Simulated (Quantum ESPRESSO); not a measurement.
## SiC, zinc blende: band edges under a change of volume

How fast do the gaps move when the cell is scaled evenly?

Calculated with Quantum ESPRESSO 7.5, PBEsol, GBRV 1.5 ultrasoft potentials, cutoff 680 eV, Fermi–Dirac smearing 0.02 eV, k-mesh 11×11×11, no spin polarisation, no spin-orbit coupling.

Reference cell, relaxed at zero pressure with PBEsol (F-43m): a = 3.0808 Å, b = 3.0808 Å, c = 3.0808 Å, α = 60.00°, β = 60.00°, γ = 60.00°.

```csv
atom,x,y,z
Si,0.0000,0.0000,0.0000
C,0.7500,0.7500,0.7500
```

Levels are read on the k-mesh and along lines from Γ to X = (0.5, 0, 0.5), L = (0.5, 0.5, 0.5), K = (0.375, 0.375, 0.75) and W = (0.5, 0.25, 0.75) in the reciprocal basis of this cell (the letters only name these points), and count from the highest filled level.

```csv
ln(V/V0),gap (eV),direct gap at Γ (eV),lowest empty at X (eV)
−0.0619,1.186,6.920,1.186
−0.0408,1.207,6.673,1.207
−0.0202,1.226,6.433,1.226
0.0000,1.244,6.198,1.244
0.0392,1.278,5.746,1.278
0.0583,1.294,5.527,1.294
```

**Question.** Fit the direct gap at Γ and give it at ln(V/V0) = 0.0198, a row left out above.

A straight line through the 6 rows: the means are −0.004233 for ln(V/V0) and 6.2495 for the level, Σ(Δx)² = 0.01073 and ΣΔxΔy = −0.1243, so the slope is −0.1243/0.01073 = −11.586 and the intercept 6.2495 − (−11.586)(−0.004233) = 6.2005.

The slope is the volume deformation potential of this gap, −11.59 eV, as a mean over the range. The line gives 5.971 eV. The run itself gives 5.969 eV, so the estimate misses by 0.002 eV; the fitted rows themselves lie up to 0.002 eV off the law.

The gap lies below the direct one at Γ in every row. Semilocal functionals give gaps that are too small, and the error differs from valley to valley, so the order of close valleys can be wrong too.

[Logs are printed without paths, hosts, clocks, repeated set-up lines and the standing remarks that a program may print on its own settings, such as how far it seeks lower states.]
